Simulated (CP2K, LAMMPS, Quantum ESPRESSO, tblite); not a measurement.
## tblite runs on glassy 57SiO2-43MgO (mol %) (59 atoms)

Wanted: tblite inputs and outputs for glassy 57SiO2-43MgO (mol %) (59 atoms), checked against a plane-wave reference.

Program: tblite 0.8.0. Level of theory: the method is named at each step. Results are calculated unless marked as measured.

## (1) The structure

The cell holds 59 atoms: 13 Si, 10 Mg and 36 O. Its edges and angles: a = 9.221 Å, b = 9.221 Å, c = 9.221 Å, α = 90.0°, β = 90.0°, γ = 90.0°. 59 atoms (13 Si, 10 Mg, 36 O) placed at random at 2.46 g/cm³, melted at 4000 K for 10 ps at fixed volume with the Morse and Coulomb pair potential with partial charges (Pedone, Malavasi, Menziani, Cormack and Segre, J. Phys. Chem. B 110, 11780 (2006)). Quenched from 4000 K to 300 K at 5 K/ps and fixed volume, held 10 ps at zero pressure.

The yardstick, on the same geometry:

- method: Kohn-Sham DFT, PBE, SSSP efficiency 1.3.0 pseudopotentials, plane waves (Quantum ESPRESSO 7.5); sssp-pbe-1.3.0-efficiency, cutoffs 60/480 Ry, Γ point
- r.m.s. force component: 1.276 eV/Å
- longest force: 4.587 eV/Å
- pressure: 4.556 GPa
- gap (highest filled to lowest empty level): 2.318 eV
- time: 62 s on 4 MPI ranks of Arm Neoverse V2, shared host
- CPU time: 4.2 min

## (2) GFN1-xTB

Method: GFN1-xTB tight binding, diagonalisation.

Contents of run.py:

```python
import numpy as np
from ase.io import read
from tblite.ase import TBLite

atoms = read("structure.xyz")
atoms.calc = TBLite(method="GFN1-xTB", electronic_temperature=580, accuracy=1.0, max_iterations=250, mixer_damping=0.4, verbosity=1)
energy = atoms.get_potential_energy()
forces = atoms.get_forces()
print(f"energy {energy:.6f} eV")
print("forces (eV/A)")
for i, (a, f) in enumerate(zip(atoms, forces)):
    print(f"{i:4d} {a.symbol:2s} {f[0]:10.5f} {f[1]:10.5f} {f[2]:10.5f}")
stress = -atoms.get_stress(voigt=False) * 160.21766
print("stress (GPa, compression positive)")
for row in stress:
    print(" ".join(f"{x:10.4f}" for x in row))
print("charges (e)")
print(np.array2string(atoms.get_charges(), precision=4, suppress_small=True, max_line_width=110, threshold=100000))
```

Contents of structure.xyz:

```xyz
59
Lattice="9.22139 0.00000 0.00000 0.00000 9.22139 0.00000 0.00000 0.00000 9.22139" Properties=species:S:1:pos:R:3 pbc="T T T"
Si 3.88147 5.97103 5.79684
Si 2.21599 1.93926 0.98863
Si 1.02376 8.45140 9.08076
Si 3.01669 6.22103 0.78465
Si 6.87344 6.24353 4.62176
Si 7.31846 2.48710 7.36346
Si 1.57870 6.01447 3.55687
Si 8.34444 5.29999 8.44818
Si 8.93599 8.47575 4.18928
Si 7.38218 1.55528 2.56465
Si 9.14780 4.00817 1.97946
Si 4.64481 2.74724 2.62754
Si 7.46269 0.02361 8.91478
Mg 3.06519 2.90566 5.39802
Mg 4.41797 0.95322 7.82647
Mg 0.62171 1.27440 6.66411
Mg 1.74459 4.48086 7.45725
Mg 2.77794 8.64302 6.10622
Mg 4.35554 3.55466 8.59092
Mg 6.11314 5.59738 1.40543
Mg 5.59821 1.94940 5.09012
Mg 8.77443 3.66034 5.02271
Mg 5.32978 7.07981 8.20694
O 5.13115 3.68699 1.47118
O 7.43797 2.33587 5.72178
O 3.84753 4.54430 6.51989
O 0.60419 4.71453 3.39209
O 4.01684 1.14954 5.87965
O 5.84378 2.46303 7.79078
O 3.32855 2.00528 2.18473
O 2.50951 5.94319 2.30738
O 8.26513 0.37457 3.29231
O 4.53038 6.65250 0.74988
O 4.37721 3.37955 4.00420
O 2.52343 6.04481 4.87424
O 5.27417 6.26013 5.05434
O 1.47745 0.52064 0.90407
O 1.05917 3.03799 1.32834
O 1.46906 8.98173 7.66952
O 0.40021 5.79103 7.77824
O 8.63224 8.21275 9.20286
O 3.85039 7.19121 6.90784
O 8.12700 3.67260 7.97724
O 8.67410 5.00094 0.88737
O 7.61585 5.16868 5.44007
O 8.07932 1.05179 7.85211
O 5.90704 1.70116 3.14034
O 6.88487 5.91690 8.40520
O 6.02655 8.94687 8.34130
O 0.54812 7.27439 3.55005
O 6.92342 5.86600 3.11240
O 3.05339 2.11446 8.78264
O 7.27937 0.97618 1.07125
O 0.80641 0.03108 5.09307
O 7.61281 7.77142 4.83939
O 2.03866 7.30242 0.22104
O 8.05387 2.98810 2.58789
O 2.86711 4.88807 9.11433
O 1.19998 3.12356 6.05255
```

The run is started by

```bash
OMP_NUM_THREADS=1 python run.py > output.txt
```

The program printed:

```text
------------------------------------------------------------
  cycle        total energy    energy error   density error
------------------------------------------------------------
      1     -190.4609334914  -1.9131211E+02   1.1436171E+00
      2     -200.8344778544  -1.0373544E+01   6.1063239E-01
      3     -201.8864055959  -1.0519277E+00   4.1073113E-01
      4     -203.7136139898  -1.8272084E+00   9.3977050E-02
      5     -203.7594405859  -4.5826596E-02   5.0693302E-02
      6     -203.8137165469  -5.4275961E-02   6.0837624E-03
      7     -203.8147731826  -1.0566356E-03   1.6443323E-03
      8     -203.8148281746  -5.4992030E-05   1.0024083E-03
      9     -203.8148444823  -1.6307710E-05   4.6611348E-04
     10     -203.8148471897  -2.7073382E-06   1.6974841E-04
     11     -203.8148476403  -4.5061179E-07   1.0846231E-04
     12     -203.8148479179  -2.7765401E-07   2.2323433E-05
     13     -203.8148479324  -1.4507407E-08   3.5685076E-06
------------------------------------------------------------
 total:                                   2.022 sec
energy -5546.084505 eV
forces (eV/A)
   0 Si    0.52881    0.36309    1.39259
   1 Si    0.37956   -0.43883   -0.97904
   2 Si    0.59845    1.46513    0.42790
   3 Si    1.45309   -2.75980   -0.27430
   4 Si   -0.26824    0.81354   -0.15049
   5 Si    1.40730   -1.14638   -2.23157
   6 Si   -0.83921    0.67051    0.97813
   7 Si   -1.89315   -1.04565    0.61799
   8 Si    0.14773    0.58172    2.42240
   9 Si    0.72996   -2.72713   -0.58196
  10 Si    1.39646   -0.02366    1.83969
  11 Si    1.56871    0.94649   -0.23732
  12 Si   -1.58623    1.27316    1.24274
  13 Mg   -0.24188    0.26536   -0.03000
  14 Mg    0.34538   -0.03688   -0.32391
  15 Mg   -0.29969    0.01802   -0.26670
  16 Mg   -0.02980    0.27545    0.20136
  17 Mg   -0.39266    0.17489    0.06726
  18 Mg    0.00909    0.82807    0.66641
  19 Mg   -0.01209   -0.20403    0.54569
  20 Mg    0.47117   -0.09647    0.00358
  21 Mg   -0.19740    0.65337    0.51009
  22 Mg    0.22422    0.05432    0.03515
  23 O     0.75215    0.93427   -1.27147
[...]
51 O    -0.35836   -0.03205    0.26172
  52 O    -0.11754   -0.70984   -0.85304
  53 O     0.14725    0.21395    0.65734
  54 O    -0.40930   -0.69592    0.39438
  55 O    -1.23758    0.97267    0.04304
  56 O     0.37451    0.80381    0.31156
  57 O    -0.00484   -0.61402   -0.62225
  58 O     0.34358   -0.45476    0.15266
stress (GPa, compression positive)
    7.3691     0.0993    -0.8745
    0.0993     8.8299    -1.1822
   -0.8745    -1.1822     8.1254
charges (e)
[ 0.4244  0.4518  0.4821  0.4323  0.3985  0.4411  0.4735  0.4387  0.4369  0.473   0.4953  0.4351  0.4827
  0.7559  0.7527  0.7668  0.779   0.7512  0.7786  0.7626  0.805   0.7856  0.7979 -0.4394 -0.5023 -0.5001
 -0.2918 -0.6996 -0.4708 -0.2629 -0.2277 -0.2436 -0.4855 -0.4631 -0.2685 -0.2538 -0.2766 -0.2427 -0.4819
 -0.4101 -0.2203 -0.4978 -0.2825 -0.2509 -0.4376 -0.3135 -0.3133 -0.4556 -0.4561 -0.2301 -0.4398 -0.5186
 -0.257  -0.4814 -0.2879 -0.2165 -0.2505 -0.4841 -0.6866]
```

Run time: 2.5 s. Hardware: 1 thread of Arm Neoverse V2, shared host; peak memory 0.1 GiB.

Banners, paths, timers and routine set-up lines are dropped from the logs unmarked, and long logs keep their key lines alone; longer cuts are marked.

Against the reference:

| Property | Result |
| --- | --- |
| r.m.s. force component | 0.9809 eV/Å |
| r.m.s. difference of force components | 581.8 meV/Å |
| longest difference of force vectors | 2076 meV/Å |
| force difference over r.m.s. force | 45.6 % |
| slope of forces against the reference's | 0.6917 |
| correlation of force components | 0.8995 |
| pressure | 8.108 GPa |
| pressure difference | 3.552 GPa |

Length of the force difference by element (eV/Å):

```csv
element,atoms,mean,most
Mg,10,0.70,1.2
O,36,0.78,1.6
Si,13,1.4,2.1
```

The surroundings of O28, which has 4 bonded neighbours where the commonest count for O is 2, nearest first, numbered as they follow in the input and with coordinates relative to it.

```csv
atom,x,y,z,distance (Å),bonds,Mulliken charge (e),Fx,Fy,Fz (eV/Å)
O28,0.00,0.00,0.00,0.00,4,-0.70,-0.37,-0.35,0.62
Mg21,1.58,0.80,-0.79,1.94,4,0.81,0.47,-0.10,0.00
Mg15,0.40,-0.20,1.95,2.00,4,0.75,0.35,-0.04,-0.32
Mg14,-0.95,1.76,-0.48,2.05,4,0.76,-0.24,0.27,-0.03
Mg18,-1.24,-1.73,0.23,2.14,4,0.75,-0.39,0.17,0.07
O34,0.36,2.23,-1.88,2.94,3,-0.46,-0.97,1.10,3.14
O29,1.83,1.31,1.91,2.95,3,-0.47,-3.43,0.27,0.91
O52,-0.96,0.96,2.90,3.21,3,-0.52,-0.36,-0.03,0.26
O42,-0.17,-3.18,1.03,3.35,3,-0.50,-0.49,0.61,-0.07
```

Atoms are counted from 1 here, from 0 in the log.

Forces lie 46 % from the reference's, at 0.010 times its CPU time (on 1 against 4 cores).

## (3) Results

| Item | Value |
| --- | --- |
| force difference from the reference | tblite GFN1-xTB, 46 % |
| its CPU time | 2.5 s |

Tight binding differs by 46 % (tblite GFN1-xTB); it is another model, with fitted parameters of its own, and the xTB methods hold dispersion. One electronic-structure run takes under half the reference's CPU time: tblite GFN1-xTB, at 46 % in 2.5 s against 4.2 min; its pressure misses by +3.6 GPa. Periodic xTB results under one method name differ between programs and library versions. The reference's pressure holds the uncorrected Pulay stress of its 60 Ry basis, so small pressure differences, and their order, may be the reference's own error. The quench rate of 5 K/ps is many orders above laboratory rates, so the cell is likely richer in defects and strain than a real sample. The network of bonds at the start is that of the classical potential that made the cell, and needn't be the one that DFT or experiment would give. The electronic-structure runs sample only Γ, in a cell whose shortest periodic width is 9 Å.

[Also dropped from logs without a mark: logging warnings of Python, and SIESTA's first energy breakdown and zero terms.]

[Logs are printed without paths, hosts, clocks, repeated set-up lines and the standing remarks that a program may print on its own settings, such as how far it seeks lower states.]

[Hosts, paths, dates, database ids (printed as entryN), source tags and the programs' standing remarks are cut or masked in the printed files.]
